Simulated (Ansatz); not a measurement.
Records of electronic-structure calculations.

```
Screened interactions in TiTl2F6 (started from the K2PtCl6 type) (Fm-3m)
1.0
     4.13965    0.00000    4.13965
     4.13965    4.13965    0.00000
     0.00000    4.13965    4.13965
Tl Ti F
2 1 6
Direct
  0.25000 0.25000 0.25000
  0.75000 0.75000 0.75000
  0.00000 0.00000 0.00000
  0.22417 0.22417 0.77583
  0.77583 0.77583 0.22417
  0.22417 0.77583 0.22417
  0.77583 0.22417 0.77583
  0.77583 0.22417 0.22417
  0.22417 0.77583 0.77583
# method: DFT, LDA, plane waves, PAW (and 1 further level or step)
# program: Ansatz 0.2.0
# settings of one run: cutoff 420 eV, 8×8×8 k-mesh, smearing width 0.08 eV, default PAW, coordination {"Ti": "octahedral"}, magnetic state non-magnetic by constraint
# cost: 2 runs, 1.7 min in all on 4 threads of Arm Neoverse V1, shared host (the runs of this entry)
# notes: The structure was built from a prototype and need not be the compound’s stable phase. The structure was relaxed with LDA. The structure type comes from a generator and need not be one that this composition takes. Limits: no spin-orbit coupling. Spin-orbit coupling, which is strong for atoms this heavy, is left out.
# Ti t2g: U 5.30 eV, U′ 4.37 eV, J 0.45 eV, bare V 16.5 eV
# method: constrained RPA on non-magnetic LDA, 4×4×4 mesh, static; search for lower states off
```

[Paths, hosts, dates, memory and timing lines, banners, echoed tables and standing remarks are left out of the program output.]

[Logs are printed without paths, hosts, clocks, repeated set-up lines and the standing remarks that a program may print on its own settings, such as how far it seeks lower states.]

[Runs of the session that timed out or met a known fault of the program may be left out.]

[Hosts, paths, dates, database ids (printed as entryN), source tags and the programs' standing remarks are cut or masked in the printed files.]
